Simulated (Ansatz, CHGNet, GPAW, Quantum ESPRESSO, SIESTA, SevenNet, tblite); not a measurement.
# Codes compared on amorphous Si0.9Ge0.1 (71 atoms)

How near do other programs and methods come to a plane-wave reference for amorphous Si0.9Ge0.1 (71 atoms)? A plane-wave run serves as the reference.

Main program and level: Ansatz 0.2.0; Kohn-Sham DFT, PBE, PAW, plane waves.

### Step 1. Starting point

The cell holds 71 atoms: 64 Si and 7 Ge. Its edges and angles: a = 11.462 Å, b = 11.462 Å, c = 11.462 Å, α = 90.0°, β = 90.0°, γ = 90.0°. 71 atoms (64 Si, 7 Ge) placed at random at 2.54 g/cm³, melted at 3500 K for 10 ps at fixed volume with the Tersoff potential (Tersoff, Phys. Rev. B 39, 5566 (1989)). Quenched from 3500 K to 300 K at 100 K/ps and fixed volume, held 5 ps. Then every atom was moved at random, 0.02 Å r.m.s. a Cartesian component.

### Step 2. Plane-wave reference

The PAW files are the set soft_2.

The input, input.yaml:

```yaml
crystal:
  lattice:
    - [11.4616, 0.0, 0.0]
    - [0.0, 11.4616, 0.0]
    - [0.0, 0.0, 11.4616]
  atoms:
    - { symbol: Si, position: [0.02305, 0.66525, 0.88182] }
    - { symbol: Si, position: [0.48761, 0.76076, 0.51056] }
    - { symbol: Si, position: [0.06803, 0.33638, 0.22324] }
    - { symbol: Si, position: [0.60002, 0.56175, 0.91724] }
    [... 61 atom lines left out ...]
    - { symbol: Ge, position: [0.2335, 0.68682, 0.97423] }
    - { symbol: Ge, position: [0.99381, 0.86962, 0.97884] }
    - { symbol: Ge, position: [0.30842, 0.88199, 0.86051] }
    - { symbol: Ge, position: [0.91469, 0.18545, 0.25869] }
    - { symbol: Ge, position: [0.38141, 0.36883, 0.15089] }
    - { symbol: Ge, position: [0.7108, 0.92446, 0.34072] }
kpoints:
  mp_grid: { grid: [1, 1, 1] }
hamiltonian:
  xc: pbe
scf:
  occupations: { method: fermi_dirac, width: 0.05 }
output:
  forces: true
  eigenvalues: true
  populations: true
  stress: true
```

On the command line:

```sh
> ansatz run input.yaml --threads 4 --pin off --max-ram 8192MiB --backend cpu --events-out ev --progress --plain --runs-dir out
```

The log of the run:

```text
[...]
Pseudopotentials: kind: paw
Pseudopotential: Si, paw, valence charge 4, recommended cutoff 420 eV (normal), Si.paw.azcp
Pseudopotential: Ge, paw, valence charge 14, recommended cutoff 420 eV (normal), Ge.paw.azcp
[... 5 lines on functional and potentials left out ...]
Crystal: 71 atoms, lattice volume = 1505.691 Å³
Basis set: ecut = 420 eV, 29423 PW (Γ), exchange–correlation on 160×160×160 points (8 copies of the dense FFT grid, shifted against one another)
Bands: 248, of which v1, the nominal top of the filled ones, is band 177 counted from 1 (176 counted from 0)
Symmetry: 1 space group operations
Space group: P1 (ITA 1), of the structure as read, at distance tolerance 1.1e-4 Å
k-points: 1
[... 5 lines on functional and potentials left out ...]
Initial density: superposition of atomic densities (neutral atoms: chi_scale 0, normalization atom), corrected by the library's trained network
Initial wavefunctions: pseudopotential atomic-orbital guess
[...]
SCF iter   1: F=—  HF=-70727.677099 eV  |F-HF|=—  |Δ(HF+E_count)|=         —  Δρ=4.58e-3  dr2=1.09e0  ethr=1.77e-3  ⟨swp⟩=6.0  Hψ=1092  notcnv=0  defer=27
preconditioner: auto → LDOS  [metal: Δε(μ)=0.086 eV  Ē_g=7.315 eV  σ=0.050 eV  W_gap=0.40  n_scr=250 (ndim 8)  ℏωp=16.1 eV  f_vac=0.011  D(μ)=26.22/eV (n_scr^D=146)  β→1.0]
[...]
SCF iter   8: F=—  HF=-70727.510090 eV  |F-HF|=—  |Δ(HF+E_count)|=   6.66e-8  Δρ=3.57e-6  dr2=3.74e-7  ethr=9.78e-10  ⟨swp⟩=2.0  Hψ=376  notcnv=0  defer=45
SCF iter   9: F=-70727.510090 eV  HF=-70727.510090 eV  |F-HF|=4.08e-8  |Δ(HF+E_count)|=   8.54e-9  Δρ=1.24e-6  dr2=6.11e-8  ethr=2.82e-11  ⟨swp⟩=14.0  Hψ=1279  notcnv=0
SCF 1 converged in 9 iterations: F = -70727.510090 eV  dr2 = 6.11e-8
[...]
SCF converged after 9 iterations
Free energy (F): -70727.510090 eV
Harris-Foulkes:  -70727.510090 eV  (|F-HF|=4.08e-8)
Internal energy: -70727.269030 eV  (E = F + TS)
E sigma→0 (E₀):  -70727.389560 eV
Entropy (-TS):   -0.241061 eV (-3.395 meV/atom)
Fermi energy:    6.170927 eV
--- Per-component energies (eV) ---
[...]
Σ components = -70727.510090   (vs F -70727.510090, Δ=0.00e0)
--- Forces (eV/Å), atoms counted from 1 ---
  atom   1  Si     0.19328915     0.26292220    -0.22032282
  atom   2  Si    -0.10469683    -0.34636581     0.42441680
  atom   3  Si    -0.29231207     1.02185898     0.39464702
  atom   4  Si    -0.73960965     0.36250259     0.59848217
[...]
atom  71  Ge    -0.01242731    -0.27566636    -0.39771018
  max |Σ_I F_I| component: 3.25e-5 eV/Å
--- Stress (GPa, compression-positive) ---
       -1.807794       0.058542      -0.539949
        0.058542      -1.678030       0.011872
       -0.539949       0.011872      -0.749898
  P = ⅓ Tr σ = -1.4119 GPa (-14.119 kbar)
--- Band table (eV) ---
  k-point 0: bands = ["-18.5257", "-18.5154", "-18.5041", "-18.4539", [... 232 levels ...], "9.6660", "9.7047", "9.7541", "9.8073", "9.8305", "9.8728", "9.9763", "10.0063", "10.0334", "10.0991", "10.1138", "10.1517"]
--- Löwdin populations: 71 sites ---
  site symbol       q [e]
     0     Si      3.9565
     1     Si      3.8929
     2     Si      3.9076
[...]
70     Ge     14.0126
  spilling = 0.009652 (of n_electrons = 354.000000)
```

Run time: 12 s. Hardware: 4 threads of Arm Neoverse V2, shared host; peak memory 1.5 GiB.

Read from the output:

```
free energy                             : -70727.5101 eV
free energy per atom                    : -996.1621 eV/atom
SCF cycles                              : 9
pressure                                : -1.412 GPa
r.m.s. force component                  : 0.5001 eV/Å
longest force                           : 2.096 eV/Å
Fermi energy                            : 6.171 eV
levels partly filled by over 2 per cent : 6
spilling of the projection              : 0.009652
```

Neighbours are counted within 2.88 Å (Si-Si), 2.88 Å (Si-Ge), 2.64 Å (Ge-Ge).

Length of the force by element and coordination:

```tsv
element	coordination	atoms	mean length of the force (eV/Å)	spread	least	most
Ge	all	7	0.583	0.208	0.279	0.970
Si	all	64	0.792	0.403	0.161	2.10
Si	4	46	0.824	0.402	0.163	2.10
Si	5	16	0.767	0.386	0.222	1.46
Si	6	2	0.283	0.123	0.161	0.406
```

Löwdin charges by element and coordination (they lack the spilled electrons, 0.048 e an atom on average):

```tsv
element	coordination	atoms	mean charge (e)	spread	least	most
Ge	all	7	-0.0031	0.0361	-0.0534	0.0548
Si	all	64	0.0537	0.0324	-0.0147	0.121
Si	4	46	0.0607	0.0292	0.003	0.121
Si	5	16	0.0328	0.0341	-0.0147	0.0951
Si	6	2	0.0607	6.0e-4	0.0601	0.0614
```

The levels nearest the highest filled one (over half full), pooled over k-points and spins:

```tsv
level less the highest filled one (eV)	occupation
-0.430	2
-0.269	2.00
-0.234	1.99
-0.121	1.93
-0.032	1.65
0	1.43
0.0742	0.726
0.159	0.189
0.218	0.062
0.289	0.015
0.379	0.003
0.439	0.001
```

### Step 3. The other programs

The programs:
- CHGNet: machine-learned potential, published weights.
- GPAW 26.7.0: PAW with atomic orbitals (LCAO), plane waves or a real-space grid of spacing h.
- Quantum ESPRESSO 7.5: plane waves; labels (QE) give functional, pseudopotential set and cutoffs of waves/density.
- SIESTA 5.4.2: numerical atomic orbitals, whose automatically made sets are far from complete, with PseudoDojo norm-conserving potentials that we converted to its format (checked against plane waves on the same files for H, C, O, Si, Ge and Ca alone); labels give functional, basis size, energy shift and mesh cutoff.
- SevenNet: machine-learned potential, published weights.

All use the same cell and atoms; the electronic-structure runs use the same k-mesh, and an electronic temperature of 580 K (0.05 eV) where levels are smeared.

Differences are against the plane-wave reference, forces as r.m.s. over components; share is that over the reference's r.m.s. force, slope the least-squares factor from reference forces to these. Total energies of different programs have different zeros and aren't compared.

```tsv
run	Δ force, r.m.s. (meV/Å)	share (%)	slope	Δ pressure (GPa)	cores	CPU time	memory (GiB)
reference	-	-	-	-	4	46 s	1.5
CHGNet 0.3.0 potential	301	60.1	0.465	-0.281	1	3.1 s	0.69
CHGNet r2SCAN potential	314	62.7	0.502	-2.02	1	3.5 s	0.68
GPAW PBE, LCAO dzp, h 0.2 Å	40.4	8.08	1.049	-	1	3.8 min	1.5
GPAW PBE, LCAO dzp, h 0.2 Å, other mixer settings	40.1	8.03	1.049	-	1	4.7 min	1.4
GPAW PBE, LCAO szp(dzp), h 0.2 Å (coarse)	118	23.5	1.118	-	1	3 min	1.4
QE PBE, sssp-1.3.0-efficiency, 45/360 Ry	1.69	0.337	1.002	-0.0578	4	8.4 min	4.2
SIESTA PBE, DZ, shift 0.01 Ry, mesh 300 Ry (coarse)	205	41.0	1.162	5.93	1	1.8 min	0.78
SIESTA PBE, DZP, shift 0.01 Ry, mesh 300 Ry	54.6	10.9	1.047	0.522	1	5 min	1.3
SIESTA PBE, DZP, shift 0.02 Ry, mesh 300 Ry	78.5	15.7	1.043	-0.449	1	3.5 min	1.1
SevenNet l3i5 potential	210	42.0	0.722	-0.768	1	8.5 s	1.0
```

Rows marked coarse use a setting chosen to be so.

Times of the machine-learned potentials are mostly Python's start and the loading of weights.

CPU time is summed over cores on a shared host, where runs went side by side, so it is rough. Symmetry, cutoffs, thresholds, outputs and thread counts weren't matched or tuned between programs; memory under MPI is the largest rank's times the ranks.

Runs without a result: tblite GFN1-xTB (not converged, the SCF not settling).

Mean charges by element (e), by run and scheme:

```tsv
run	scheme	Si	Ge
reference	Löwdin	+0.05	0.00
SIESTA PBE, DZP, shift 0.01 Ry, mesh 300 Ry	Hirshfeld	-0.01	+0.05
SIESTA PBE, DZP, shift 0.02 Ry, mesh 300 Ry	Hirshfeld	-0.01	+0.05
```

The reference's Löwdin charges lack the electrons that the projection spills, 0.048 e an atom on average.

Within one program, basis, potentials and functional, energies share a zero. Each run against its twin at the usual cutoff or grid and solver:

```tsv
run	twin	Δ energy (meV/atom)	Δ force, r.m.s. (meV/Å)	CPU time over the twin's
GPAW PBE, LCAO dzp, h 0.2 Å, other mixer settings	LCAO dzp, h 0.2 Å	1.0e-4	1.35	1.2
```

A second geometry, displaced anew (every atom was moved at random, 0.06 Å r.m.s. a Cartesian component), gives an energy difference that all programs can be tested on. The reference puts it at 36.33 meV/atom.

```tsv
run	energy less the first geometry's (meV/atom)	error (meV/atom)	force share at the second geometry (%)
CHGNet r2SCAN potential	25.34	-11.0	48.3
SevenNet l3i5 potential	30.05	-6.28	28.1
CHGNet 0.3.0 potential	25.50	-10.8	40.2
GPAW PBE, LCAO dzp, h 0.2 Å	38.73	2.40	7.06
QE PBE, sssp-1.3.0-efficiency, 45/360 Ry	36.41	0.083	0.306
SIESTA PBE, DZP, shift 0.01 Ry, mesh 300 Ry	38.40	2.07	7.96
GPAW PBE, LCAO dzp, h 0.2 Å, other mixer settings	38.73	2.40	7.06
GPAW PBE, LCAO szp(dzp), h 0.2 Å	41.77	5.44	18.7
SIESTA PBE, DZP, shift 0.02 Ry, mesh 300 Ry	38.50	2.17	10.2
SIESTA PBE, DZ, shift 0.01 Ry, mesh 300 Ry	42.40	6.07	30.1
```

### Step 4. Outcome

```json
{"reference r.m.s. force component": "0.500 eV/Å", "nearest in forces": "QE PBE, sssp-1.3.0-efficiency, 45/360 Ry, 0.34 %", "farthest in forces": "CHGNet r2SCAN potential, 63 %", "cheapest electronic-structure run beside the reference": "SIESTA PBE, DZ, shift 0.01 Ry, mesh 300 Ry, 1.8 min of CPU time"}
```

What this shows: PBE on plane waves or a grid with other potentials, cutoffs or grids, coarse settings apart, differs from the reference by 0.34 % (QE PBE, sssp-1.3.0-efficiency, 45/360 Ry) of the r.m.s. force; this holds the reference's own error, so differences of a few per cent don't tell which side is nearer the exact PBE result (QE's 45 Ry are 612 eV, against the reference's 420 eV). The PBE runs in local orbitals, coarse settings apart, differ by 8.0 % (GPAW PBE, LCAO dzp, h 0.2 Å, other mixer settings) to 16 % (SIESTA PBE, DZP, shift 0.02 Ry, mesh 300 Ry); basis, grid and potentials can all enter. Machine-learned potentials differ by 42 % (SevenNet l3i5 potential) to 63 % (CHGNet r2SCAN potential); they were trained on other programs' data, some at another functional. That alone wouldn't give differences this large: the cell likely lies far from what they were trained on. Among those trained on PBE data the slope goes as low as 0.47, with a correlation of 0.86, so directions differ as well as sizes. Runs with settings chosen to be coarse differ by 23 % (GPAW PBE, LCAO szp(dzp), h 0.2 Å) to 41 % (SIESTA PBE, DZ, shift 0.01 Ry, mesh 300 Ry), their programs' other errors included. None of the electronic-structure runs in the table takes under half the reference's CPU time of 46 s; they take 2.3 to 11 times as much. GPAW PBE, LCAO szp(dzp), h 0.2 Å stiffens the forces by a factor of 1.12 while following their directions (correlation 0.984); the slopes of the 3 GPAW runs lie between 1.05 and 1.12. In pressure, SIESTA PBE, DZ, shift 0.01 Ry, mesh 300 Ry misses by +5.9 GPa, at the same functional. Charges hang on scheme and program or settings: among these rows the mean for Si runs from -0.01 to +0.05 e. The energy difference between the two geometries, 36.3 meV/atom in the reference, is met best by QE PBE, sssp-1.3.0-efficiency, 45/360 Ry (+0.083) and worst by CHGNet r2SCAN potential (-11) and CHGNet 0.3.0 potential (-10.8). In the reference: counting bands leaves a spacing of only 0.074 eV (at Γ alone), which the smearing bridges: 6 levels are partly filled by over 2 %, so a gap, if any, is small at this level. In the reference: mean Löwdin charges: Ge -0.00, Si +0.05 e (they miss 0.97 % of the electrons, so they add up to more than the cell's charge). The potentials hold different valence shells: 354 electrons in the reference, 284 in GPAW; this bears on time and differences. GPAW's setups keep the filled d shell of Ge in the core. Machine-learned potentials mimic data converged in k, so the reference's own k-point error enters their differences. The quench rate of 100 K/ps is many orders above laboratory rates, so the cell is likely richer in defects and strain than a real sample. The network of bonds at the start is that of the classical potential that made the cell, and needn't be the one that DFT or experiment would give. The electronic-structure runs sample only Γ, in a cell whose shortest periodic width is 11 Å, which is coarse for a cell with partly filled levels.

[Long decimals in the printed logs are rounded to 6 places.]

[Also dropped from logs without a mark: lines with file paths, logging warnings of Python, QE's lines on negative density and diagonalisation, SIESTA's first energy breakdown, zero terms and Voronoi charges.]

[Logs are printed without paths, hosts, clocks, repeated set-up lines and the standing remarks that a program may print on its own settings, such as how far it seeks lower states.]

[Hosts, paths, dates, database ids (printed as entryN), source tags and the programs' standing remarks are cut or masked in the printed files.]

[Not all failed runs are listed: runs killed by the host, ended in a Python traceback or in CONQUEST's support-function errors, and SIESTA runs with faulty potentials for Cu, Fe, Ni or Zn are left out.]
